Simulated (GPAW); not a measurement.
Consider Zn2P2O7 (C2/m).

```xyz
11
Lattice="3.3263 -4.1943 0.0000 3.3263 4.1943 0.0000 -1.1603 0.0000 4.4084" Properties=species:S:1:pos:R:3 pbc="T T T"
Zn    2.7461   -1.5993    2.2042
Zn    2.7461    1.5993    2.2042
P     0.3748    0.0000    3.9987
P     5.1174    0.0000    0.4096
O     3.2104    0.0000    3.4703
O     0.0000    0.0000    0.0000
O     2.2818    0.0000    0.9380
O     4.8550   -1.2757    1.2215
O     0.6372   -1.2757    3.1869
O     0.6372    1.2757    3.1869
O     4.8550    1.2757    1.2215
```

Absorber: atom 6, with 2 P at 1.59 Å (linear, site symmetry 2/m). Method: GPAW, LDA, full core hole (charged cell), 22-atom cell with 6.5 Å between holes, 3×3×3 k points, dipole transitions, Gaussian full width 0.9 eV up to 4 eV, rising linearly to 3.5 eV at 25 eV.

Where do the maxima of the O K edge fall?

Main maxima up to 24 eV above the zero (height): 5.2 eV (4.33) and 13.9 eV (0.96). A K edge sees empty p states on the absorber. The total-energy difference plus the lowest empty eigenvalue puts the zero at 537.64 eV. One term is added: -8.83 eV, since the hole is spin-paired here and a spin-polarised one costs that much less in the free atom (computed apart). The photon energy is then 528.81 eV. The functional and the charged cell's background leave an error in such absolute values: in the free atom LDA prices this hole 4.1 eV below PBE (computed apart), and PBE is itself good to a few eV.

The O K spectrum (energy from the lowest empty level; intensity scaled to a mean of 1 over the first 20 eV; polarised curves are means over the symmetry-equivalent atoms):

| E (eV) | isotropic | ε ∥ x | ε ∥ y | ε ∥ z |
| --- | --- | --- | --- | --- |
| -2.0 | 0.00 | 0.00 | 0.00 | 0.00 |
| -1.4 | 0.00 | 0.00 | 0.00 | 0.00 |
| -0.8 | 0.00 | 0.00 | 0.00 | 0.00 |
| -0.2 | 0.00 | 0.00 | 0.00 | 0.00 |
| 0.4 | 0.03 | 0.07 | 0.00 | 0.01 |
| 1.0 | 0.11 | 0.27 | 0.02 | 0.04 |
| 1.6 | 0.20 | 0.38 | 0.09 | 0.13 |
| 2.2 | 0.42 | 0.50 | 0.48 | 0.28 |
| 2.8 | 0.56 | 0.73 | 0.72 | 0.24 |
| 3.4 | 0.86 | 1.39 | 0.56 | 0.64 |
| 4.0 | 2.51 | 4.03 | 1.21 | 2.28 |
| 4.6 | 3.77 | 5.75 | 2.25 | 3.31 |
| 5.2 | 4.33 | 6.95 | 2.81 | 3.24 |
| 5.8 | 3.67 | 6.32 | 2.59 | 2.09 |
| 6.4 | 2.37 | 3.35 | 2.22 | 1.55 |
| 7.0 | 1.16 | 1.30 | 1.08 | 1.09 |
| 7.6 | 0.64 | 0.68 | 0.52 | 0.71 |
| 8.2 | 0.56 | 0.58 | 0.52 | 0.59 |
| 8.8 | 0.51 | 0.51 | 0.53 | 0.49 |
| 9.4 | 0.48 | 0.42 | 0.51 | 0.50 |
| 10.0 | 0.53 | 0.36 | 0.56 | 0.67 |
| 10.6 | 0.62 | 0.38 | 0.71 | 0.77 |
| 11.2 | 0.70 | 0.47 | 0.92 | 0.70 |
| 11.8 | 0.75 | 0.58 | 1.07 | 0.59 |
| 12.4 | 0.80 | 0.68 | 1.12 | 0.59 |
| 13.0 | 0.87 | 0.74 | 1.13 | 0.74 |
| 13.6 | 0.95 | 0.78 | 1.12 | 0.94 |
| 14.2 | 0.95 | 0.75 | 1.03 | 1.07 |
| 14.8 | 0.85 | 0.66 | 0.84 | 1.05 |
| 15.4 | 0.70 | 0.53 | 0.63 | 0.93 |
| 16.0 | 0.57 | 0.47 | 0.47 | 0.79 |
| 16.6 | 0.50 | 0.47 | 0.36 | 0.67 |
| 17.2 | 0.45 | 0.50 | 0.29 | 0.56 |
| 17.8 | 0.42 | 0.54 | 0.24 | 0.47 |
| 18.4 | 0.41 | 0.62 | 0.22 | 0.39 |
| 19.0 | 0.43 | 0.72 | 0.22 | 0.34 |
| 19.6 | 0.46 | 0.84 | 0.24 | 0.31 |
| 20.2 | 0.50 | 0.93 | 0.26 | 0.30 |
| 20.8 | 0.53 | 0.97 | 0.29 | 0.32 |
| 21.4 | 0.54 | 0.96 | 0.32 | 0.35 |
| 22.0 | 0.56 | 0.93 | 0.35 | 0.40 |
| 22.6 | 0.59 | 0.90 | 0.39 | 0.47 |
| 23.2 | 0.63 | 0.91 | 0.44 | 0.55 |
| 23.8 | 0.70 | 0.96 | 0.51 | 0.63 |
| 24.4 | 0.79 | 1.06 | 0.60 | 0.71 |
| 25.0 | 0.88 | 1.20 | 0.69 | 0.76 |
| 25.6 | 0.97 | 1.33 | 0.78 | 0.79 |
| 26.2 | 1.02 | 1.43 | 0.85 | 0.78 |
| 26.8 | 1.03 | 1.47 | 0.88 | 0.75 |
| 27.4 | 1.00 | 1.43 | 0.87 | 0.71 |
| 28.0 | 0.93 | 1.31 | 0.82 | 0.65 |
| 28.6 | 0.83 | 1.15 | 0.74 | 0.60 |
| 29.2 | 0.74 | 0.99 | 0.66 | 0.56 |
| 29.8 | 0.65 | 0.83 | 0.59 | 0.53 |
| 30.4 | 0.58 | 0.70 | 0.53 | 0.52 |
| 31.0 | 0.54 | 0.60 | 0.50 | 0.52 |

The crystal has 3 inequivalent O sites and not all are shown here, while a measurement adds them all. The mesh is coarse (0.35 Å⁻¹ between points), so small maxima may be mesh ripples. The structure is a computed Materials Project entry and may be a hypothetical form.

[Banner, clock and machine lines of the logs are left out without a mark of their own.]

[Logs are printed without paths, hosts, clocks, repeated set-up lines and the standing remarks that a program may print on its own settings, such as how far it seeks lower states.]

[Hosts, paths, dates, database ids (printed as entryN), source tags and the programs' standing remarks are cut or masked in the printed files.]

[Lists of maxima count a maximum above −3 eV only where it reaches 4 % of the highest in the window and stands out from its surroundings by 2 % of it (1.5 % where it reaches 55 %); shoulders and weaker maxima are passed over, and of the rest the first, up to two pre-edge ones and the few strongest are named.]
